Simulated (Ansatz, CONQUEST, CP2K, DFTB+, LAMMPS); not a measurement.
## Zn2+ BF4- in ethyl methyl carbonate and dimethoxyethane at 330 K (89 atoms): dynamics in DFTB+

Aim: move the atoms of Zn2+ BF4- in ethyl methyl carbonate and dimethoxyethane at 330 K (89 atoms) with forces from DFTB+.

Program: DFTB+ 25.1. Level of theory: the method is named at each step. Results are calculated unless marked as measured.

## Step 1: Starting point

The cell holds 89 atoms: 20 C, 12 O, 46 H, 2 B, 8 F and 1 Zn. Cell: a = 10.052 Å, b = 10.052 Å, c = 10.052 Å, α = 90.0°, β = 90.0°, γ = 90.0°. 2 ethyl methyl carbonate, 3 dimethoxyethane, 1 Zn2+, 2 BF4- placed at random, at 1.17 g/cm³; overlaps pushed apart, then 10 ps at 550 K with stiff harmonic cages for PF6 and BF4 with UFF radii; divalent ions of Li, Roberts, Chakravorty and Merz (J. Chem. Theory Comput. 9, 2733 (2013)); MMFF94 bonds, angles, torsions, charges and radii (Halgren, J. Comput. Chem. 17, 490 (1996)) in harmonic and 12-6 forms; charges of ions scaled by 0.8. Snapshot after 30 ps at 330 K and fixed volume.

As a file:

```xyz
89
Lattice="10.0524 0.0000 0.0000 0.0000 10.0524 0.0000 0.0000 0.0000 10.0524" Properties=species:S:1:pos:R:3 pbc="T T T"
C     6.9197    3.2974    8.0786
O     8.2381    2.8805    7.5846
C     8.6129    1.6732    8.1840
C     8.0492    0.5210    7.4620
O     6.7552    0.2352    8.0589
C     6.4822    8.8917    7.7217
H     6.8092    4.3893    7.8773
H     6.1084    2.7493    7.5106
H     6.8535    3.0833    9.1876
H     9.6615    1.5144    8.1210
H     8.4096    1.7116    9.2551
H     8.7842    9.7815    7.5572
H     7.9076    0.5871    6.3707
H     6.5472    8.7571    6.6252
H     5.4677    8.7406    8.0747
H     7.1400    8.2598    8.2745
C     1.8723    6.1830    4.2236
O     1.1057    6.4637    3.0380
C     1.9377    7.1335    2.1103
C     1.2467    8.4625    1.7796
O    10.0260    8.1391    1.2961
C     9.6669    9.1684    0.3775
H     1.1723    5.6930    4.9603
H     2.7704    5.5820    4.0627
H     2.2514    7.1104    4.6350
H     2.9434    7.4284    2.4158
H     2.0385    6.5003    1.1601
H     1.8437    8.8990    0.8908
H     1.2122    9.1153    2.5996
H     8.6153    9.1465    0.1250
H    10.0296    8.8045    9.4471
H     0.0604    0.0775    0.5871
C     4.4284    0.6406    0.0439
O     3.3323    1.4859    0.5648
C     2.9318    2.6123    9.7995
C     3.7744    3.8826   10.0083
O     3.3141    4.9163    9.1097
C     3.7769    4.8418    7.7595
H     4.1383    0.1944    9.1655
H     5.3172    1.2332    9.8675
H     4.7262    9.8928    0.6596
H     2.9261    2.2399    8.7788
H     1.8787    2.8858    9.9294
H     4.8200    3.6000    9.7861
H     3.6120    4.1926    0.9240
H     3.2306    5.6412    7.1302
H     3.4978    3.9032    7.3109
H     4.8318    5.0195    7.6999
C     8.1514    2.0751    3.2793
C     8.6844    3.4062    2.7496
O     9.4434    3.1507    1.5299
C     9.6229    4.3959    0.9325
O     9.2577    5.5057    1.4371
O    10.0478    4.2011    9.6797
C     0.0614    5.4800    8.9354
H     7.7310    2.2512    4.2530
H     8.9836    1.3529    3.2974
H     7.4761    1.6022    2.6292
H     7.8727    4.1212    2.5576
H     9.4003    3.8256    3.5021
H     0.9397    6.0963    9.2524
H     0.1424    5.3721    7.8496
H     9.2710    5.9680    9.1749
C     1.8097    9.9491    6.7941
C     1.2522    0.6875    5.6111
O     1.8664    1.9636    5.3879
C     3.0904    1.9293    4.8426
O     3.6351    0.8782    4.5729
O     3.3933    3.1833    4.4702
C     4.6917    3.2473    3.8736
H     1.3742    9.0232    7.0530
H     1.8457    0.5454    7.6951
H     2.8670    9.7360    6.6157
H     1.2882    0.1219    4.6675
H     0.1831    0.8691    5.7751
H     4.6213    2.8586    2.8537
H     5.0872    4.2895    4.0495
H     5.3206    2.6088    4.5419
B     8.1960    7.7341    4.6697
F     8.4176    6.4885    4.0264
F     6.8575    7.8688    4.4039
F     8.7428    8.3942    3.5516
F     9.1028    7.9240    5.7143
B     6.2332    6.7495    1.3548
F     7.5031    7.3765    1.5203
F     5.0081    7.2592    1.0369
F     6.2262    5.6939    2.3869
F     6.7021    6.0657    0.2079
Zn    9.0922    7.0819    2.4185
```

## Step 2: Dynamics at 330 K (GFN2-xTB)

Method: GFN2-xTB tight binding, diagonalisation.

The input, dftb_in.hsd:

```
Geometry = GenFormat {
  <<< geo.gen
}
Driver = VelocityVerlet {
  MovedAtoms = 1:-1
  Steps = 121
  TimeStep [fs] = 0.5
  Thermostat = NoseHoover {
    Temperature [K] = 330
    CouplingStrength [cm^-1] = 3000
  }
  MDRestartFrequency = 1
}
Hamiltonian = xTB {
  Method = "GFN2-xTB"
  SccTolerance = 1e-05
  MaxSccIterations = 300
  Mixer = Broyden { MixingParameter = 0.2 }
  Filling = Fermi { Temperature [K] = 580 }
  KPointsAndWeights = { 0.0 0.0 0.0 1.0 }
}
Analysis {
  PrintForces = Yes
  MullikenAnalysis = Yes
}
Options { RandomSeed = 694 }
ParserOptions { ParserVersion = 14 }
```

The input, geo.gen:

```
89 F
C O H B F Zn
1 1 0.68836 0.32802 0.80365
2 2 0.81951 0.28655 0.75450
3 1 0.85680 0.16645 0.81413
4 1 0.80072 0.05183 0.74231
5 2 0.67200 0.02340 0.80169
6 1 0.64484 0.88453 0.76814
7 3 0.67737 0.43664 0.78362
8 3 0.60765 0.27350 0.74714
9 3 0.68178 0.30672 0.91397
10 3 0.96111 0.15065 0.80787
11 3 0.83657 0.17027 0.92068
12 3 0.87384 0.97305 0.75178
13 3 0.78664 0.05840 0.63375
14 3 0.65131 0.87114 0.65907
15 3 0.54392 0.86950 0.80326
16 3 0.71028 0.82167 0.82314
17 1 0.18625 0.61508 0.42016
18 2 0.10999 0.64300 0.30222
19 1 0.19276 0.70963 0.20993
20 1 0.12402 0.84184 0.17703
21 2 0.99737 0.80967 0.12893
22 1 0.96165 0.91206 0.03755
23 3 0.11662 0.56633 0.49344
24 3 0.27560 0.55529 0.40415
25 3 0.22397 0.70733 0.46108
26 3 0.29281 0.73897 0.24032
27 3 0.20279 0.64664 0.11541
28 3 0.18341 0.88526 0.08862
29 3 0.12059 0.90678 0.25860
30 3 0.85704 0.90988 0.01243
31 3 0.99773 0.87586 0.93978
32 3 0.00601 0.00771 0.05840
33 1 0.44053 0.06373 0.00437
34 2 0.33149 0.14782 0.05619
35 1 0.29165 0.25987 0.97484
36 1 0.37547 0.38624 0.99561
37 2 0.32968 0.48907 0.90622
38 1 0.37572 0.48166 0.77190
39 3 0.41167 0.01934 0.91177
40 3 0.52895 0.12268 0.98160
41 3 0.47016 0.98412 0.06562
42 3 0.29108 0.22282 0.87330
43 3 0.18689 0.28708 0.98776
44 3 0.47949 0.35812 0.97351
45 3 0.35932 0.41707 0.09192
46 3 0.32138 0.56118 0.70930
47 3 0.34796 0.38828 0.72728
48 3 0.48066 0.49933 0.76597
49 1 0.81089 0.20643 0.32622
50 1 0.86391 0.33884 0.27353
51 2 0.93942 0.31343 0.15219
52 1 0.95727 0.43730 0.09276
53 2 0.92094 0.54770 0.14296
54 2 0.99954 0.41792 0.96292
55 1 0.00611 0.54514 0.88888
56 3 0.76907 0.22395 0.42308
[... 33 atom lines left out ...]
0.0 0.0 0.0
10.05242 0.00000 0.00000
0.00000 10.05242 0.00000
0.00000 0.00000 10.05242
```

Run with:

```sh
OMP_NUM_THREADS=2 dftb+ > output.txt
```

The program printed:

```text
Reading input file 'dftb_in.hsd'
Parser version: 14
--------------------------------------------------------------------------------
Processed input in HSD format written to 'dftb_pin.hsd'
Starting initialization...
--------------------------------------------------------------------------------
WARNING!
-> Dipole printed for extended system : value printed is not well defined
Specified random seed:       694
Mode:                        MD with scaling of velocities according to
                             Nose-Hoover-Chain thermostat
Self consistent charges:     Yes
SCC-tolerance:                 0.100000E-04
Max. scc iterations:                    300
Shell resolved Hubbard:      Yes
Spin polarisation:           No
Nr. of up electrons:           131.000000
Nr. of down electrons:         131.000000
Periodic boundaries:         Yes
Electronic solver:           Relatively robust
Mixer:                       Broyden mixer
Mixing parameter:                  0.200000
Nr. of chrg. vec. in memory:            300
Max. SCC-cycles:                        300
tblite library version:      0.3.0
-> parametrization:          GFN2-xTB
-> repulsion:                Yes
-> dispersion:               Yes
-> halogen bonding:          No
-> electrostatics:           Yes
   -> isotropic:             Yes
   -> anisotropic:           Yes
   -> third-order:           Yes
Electronic temperature:              0.183675E-02 H      0.499806E-01 eV
Time step:                     0.206707E+02
Initial charges:             Set automatically (system chrg:   0.000E+00)
Included shells:             C:  s, p
                             O:  s, p
                             H:  s
                             B:  s, p
                             F:  s, p
                            Zn:  s, p
K-points and weights:           1:  0.000000  0.000000  0.000000     1.000000
K-points in absolute space:     1:  0.000000  0.000000  0.000000
Extra options:
                             Mulliken analysis
Force type                   original
--------------------------------------------------------------------------------
***  Geometry step: 0
 iSCC Total electronic   Diff electronic      SCC error
    1   -0.15550710E+03    0.00000000E+00    0.17946619E+01
    2   -0.15668432E+03   -0.15550710E+03    0.12859050E+01
    3   -0.15715245E+03   -0.11772242E+01    0.69197993E+00
[...]
Total Energy:                     -156.3059091351 H        -4253.3002 eV
Extrapolated to 0K:               -156.3059091351 H        -4253.3002 eV
Total Mermin free energy:         -156.3059091351 H        -4253.3002 eV
Force related energy:             -156.3059091351 H        -4253.3002 eV
Volume:                              0.685501E+04 au^3   0.101581E+04 A^3
>> Charges saved for restart in charges.bin
 TempProfile:           2   1.0450490639313087E-003
MD Temperature:                      0.0010450491 H          330.0000 K
MD Kinetic Energy:                   0.1379464764 H            3.7537 eV
Total MD Energy:                  -156.1679626587 H        -4249.5465 eV
Pressure:                           -0.220561E-04 au    -0.648913E+09 Pa
Gibbs free energy including KE:   -156.1679626587 H        -4249.5465 eV
[...]
***  Geometry step: 1
 iSCC Total electronic   Diff electronic      SCC error
[...]
Total Energy:                     -156.3043030355 H        -4253.2565 eV
Extrapolated to 0K:               -156.3043030355 H        -4253.2565 eV
Total Mermin free energy:         -156.3043030355 H        -4253.2565 eV
Force related energy:             -156.3043030355 H        -4253.2565 eV
Volume:                              0.685501E+04 au^3   0.101581E+04 A^3
>> Charges saved for restart in charges.bin
 TempProfile:           3   1.0450490639313087E-003
MD Temperature:                      0.0010329503 H          326.1795 K
MD Kinetic Energy:                   0.1363494426 H            3.7103 eV
Total MD Energy:                  -156.1679535929 H        -4249.5462 eV
Pressure:                           -0.215641E-04 au    -0.634437E+09 Pa
Gibbs free energy including KE:   -156.1679535929 H        -4249.5462 eV
[...]
***  Geometry step: 2
 iSCC Total electronic   Diff electronic      SCC error
[...]
Total Energy:                     -156.3042214908 H        -4253.2543 eV
Extrapolated to 0K:               -156.3042214908 H        -4253.2543 eV
Total Mermin free energy:         -156.3042214908 H        -4253.2543 eV
Force related energy:             -156.3042214908 H        -4253.2543 eV
Volume:                              0.685501E+04 au^3   0.101581E+04 A^3
>> Charges saved for restart in charges.bin
 TempProfile:           4   1.0450490639313087E-003
MD Temperature:                      0.0010321917 H          325.9400 K
MD Kinetic Energy:                   0.1362493009 H            3.7075 eV
Total MD Energy:                  -156.1679721899 H        -4249.5467 eV
Pressure:                           -0.213613E-04 au    -0.628472E+09 Pa
Gibbs free energy including KE:   -156.1679721899 H        -4249.5467 eV
[...]
--------------------------------------------------------------------------------
***  Geometry step: 120
 iSCC Total electronic   Diff electronic      SCC error
[...]
Total Energy:                     -156.4074881944 H        -4256.0643 eV
Extrapolated to 0K:               -156.4074881944 H        -4256.0643 eV
Total Mermin free energy:         -156.4074881944 H        -4256.0643 eV
Force related energy:             -156.4074881944 H        -4256.0643 eV
Volume:                              0.685501E+04 au^3   0.101581E+04 A^3
>> Charges saved for restart in charges.bin
 TempProfile:         122   1.0450490639313087E-003
MD Temperature:                      0.0013306008 H          420.1700 K
MD Kinetic Energy:                   0.1756393089 H            4.7794 eV
Total MD Energy:                  -156.2318488855 H        -4251.2849 eV
Pressure:                            0.128189E-04 au     0.377144E+09 Pa
Gibbs free energy including KE:   -156.2318488855 H        -4251.2849 eV
--------------------------------------------------------------------------------
***  Geometry step: 121
 iSCC Total electronic   Diff electronic      SCC error
[...]
10   -0.15742755E+03    0.51187149E-06    0.11599986E-04
   11   -0.15742755E+03   -0.18627904E-06    0.44566716E-05
Total Energy:                     -156.4035979023 H        -4255.9584 eV
Extrapolated to 0K:               -156.4035979023 H        -4255.9584 eV
Total Mermin free energy:         -156.4035979023 H        -4255.9584 eV
Force related energy:             -156.4035979023 H        -4255.9584 eV
Volume:                              0.685501E+04 au^3   0.101581E+04 A^3
>> Charges saved for restart in charges.bin
 TempProfile:         123   1.0450490639313087E-003
MD Temperature:                      0.0012953031 H          409.0239 K
MD Kinetic Energy:                   0.1709800030 H            4.6526 eV
Total MD Energy:                  -156.2326178993 H        -4251.3058 eV
Pressure:                            0.938253E-05 au     0.276043E+09 Pa
Gibbs free energy including KE:   -156.2326178993 H        -4251.3058 eV
Molecular dynamics completed
MD information accumulated in md.out
```

It took 3.7 min on 2 threads of Intel Xeon 6975P-C (Granite Rapids), shared host; peak memory 0.17 GiB; 7.5 min of CPU time.

Banners, paths, timers and routine set-up lines are dropped from the logs unmarked, and long logs keep their key lines alone; longer cuts are marked.

The trajectory, sampled:

```
time (fs)  T (K)  potential (meV/atom)
      0.0    330                   0.0
      4.0    350                  -2.5
      8.0    389                  -7.8
     12.0    462                 -18.1
     16.0    467                 -21.5
     20.0    406                 -17.4
     24.0    396                 -19.3
     28.0    375                 -19.0
     32.5    319                 -13.5
     36.5    287                 -10.3
     40.5    294                 -11.4
     44.5    360                 -20.0
     48.5    370                 -21.8
     52.5    339                 -18.4
     56.5    379                 -24.4
     60.5    409                 -29.9
```

Mean square displacement from the first frame to the last: C 0.088 Å², O 0.063 Å², H 0.22 Å², B 0.024 Å², F 0.080 Å², Zn 0.0058 Å².

The mean square displacement by time lag:

```
time lag (fs)   B (Å²)   C (Å²)   F (Å²)   H (Å²)   O (Å²)  Zn (Å²)
          0.5   3.1e-5   2.0e-5   2.6e-5   1.8e-4   1.8e-5   2.1e-6
          3.0  0.00109   6.9e-4   9.3e-4  0.00585   6.4e-4   7.3e-5
          4.0  0.00193  0.00119  0.00165  0.00971  0.00111   1.3e-4
          6.5  0.00489  0.00288  0.00431   0.0204  0.00277   3.1e-4
          9.0  0.00875  0.00499  0.00809   0.0305  0.00491   5.5e-4
         11.5   0.0130  0.00734   0.0129   0.0400  0.00733   8.4e-4
         13.0   0.0155  0.00880   0.0162   0.0456  0.00882  0.00102
         15.5   0.0192   0.0112   0.0222   0.0533   0.0113  0.00134
         18.0   0.0223   0.0134   0.0287   0.0569   0.0135  0.00165
         19.0   0.0233   0.0143   0.0314   0.0573   0.0144  0.00176
         21.5   0.0254   0.0166   0.0382   0.0581   0.0163  0.00201
         24.0   0.0269   0.0190   0.0450   0.0624   0.0182  0.00227
         26.5   0.0280   0.0217   0.0517   0.0712   0.0203  0.00254
         28.0   0.0286   0.0234   0.0556   0.0777   0.0217  0.00271
         30.5   0.0294   0.0264   0.0618   0.0893   0.0243  0.00297
```

## Step 3: Local order late in the run (GFN2-xTB)

The g(r) is a mean over frames of the second half; bonds, counts and rings are those of the last frame.

Density 1.17 g/cm³, 11.41 Å³ an atom.

Mean of 13 frames. g(r), total and by pair (bins of 0.2 Å):

```
r (Å)  total   H-H   H-C   H-O   H-F   H-B  H-Zn
 1.00   2.29  0.00  9.85  0.00  0.00  0.00  0.00
 1.20   1.87  0.00  7.00  0.00  0.00  0.00  0.00
 1.40   1.27  0.00  0.00  0.00  0.00  0.00  0.00
 1.60   0.36  0.30  0.00  0.00  0.00  0.00  0.00
 1.80   1.20  4.24  0.00  0.08  0.00  0.00  0.00
 2.00   1.01  0.28  0.43  5.39  0.00  0.00  0.00
 2.20   1.00  0.47  1.63  1.68  0.07  0.00  0.00
 2.40   0.88  1.17  0.27  0.42  0.53  0.00  0.00
 2.60   0.94  1.43  0.88  1.23  0.80  0.00  0.00
 2.80   0.74  0.80  1.02  0.81  0.85  0.00  0.00
 3.00   0.69  0.76  0.68  0.83  0.59  0.04  0.97
 3.20   1.00  1.11  1.37  0.53  0.92  0.42  2.02
 3.40   0.90  0.81  1.03  1.04  0.84  1.46  0.99
 3.60   0.85  0.84  1.09  0.63  0.86  1.17  1.03
 3.80   0.98  1.03  0.97  0.95  0.67  1.73  1.87
 4.00   1.03  1.19  0.83  1.02  0.77  1.75  1.62
 4.20   1.09  1.18  0.98  1.27  1.29  1.19  1.06
 4.40   1.03  1.03  0.98  1.12  1.06  0.86  0.57
 4.60   0.92  0.83  0.96  0.96  1.00  0.59  0.16
 4.80   1.04  0.91  1.19  1.15  1.25  0.58  0.17
```

## Step 4: Results

```yaml
mean_temperature_second_half_gfn2_xtb: 342 K
```

In words: The trajectory (GFN2-xTB): over the second half of 60 fs the temperature averages 342 K, rising from about 304 to 391 K (means over the first and last quarter of that half). From first frame to last H has the largest mean square displacement, 0.22 Å² at the end; the farthest move is 0.92 Å. The run spans 0.06 ps, too short for its means to be equilibrium values. The network of contacts between molecules at the start is that of the classical potential that made the cell, and needn't be the one that DFT or experiment would give.

[Also dropped from logs without a mark: logging warnings of Python, and SIESTA's first energy breakdown and zero terms.]

[Logs are printed without paths, hosts, clocks, repeated set-up lines and the standing remarks that a program may print on its own settings, such as how far it seeks lower states.]

[Hosts, paths, dates, database ids (printed as entryN), source tags and the programs' standing remarks are cut or masked in the printed files.]

[The MMFF94 radii named for the starting cell were scaled by 0.96; in molecules described by MMFF94, hydrogen bound to N, O or S took a small fixed 12-6 site in their place.]
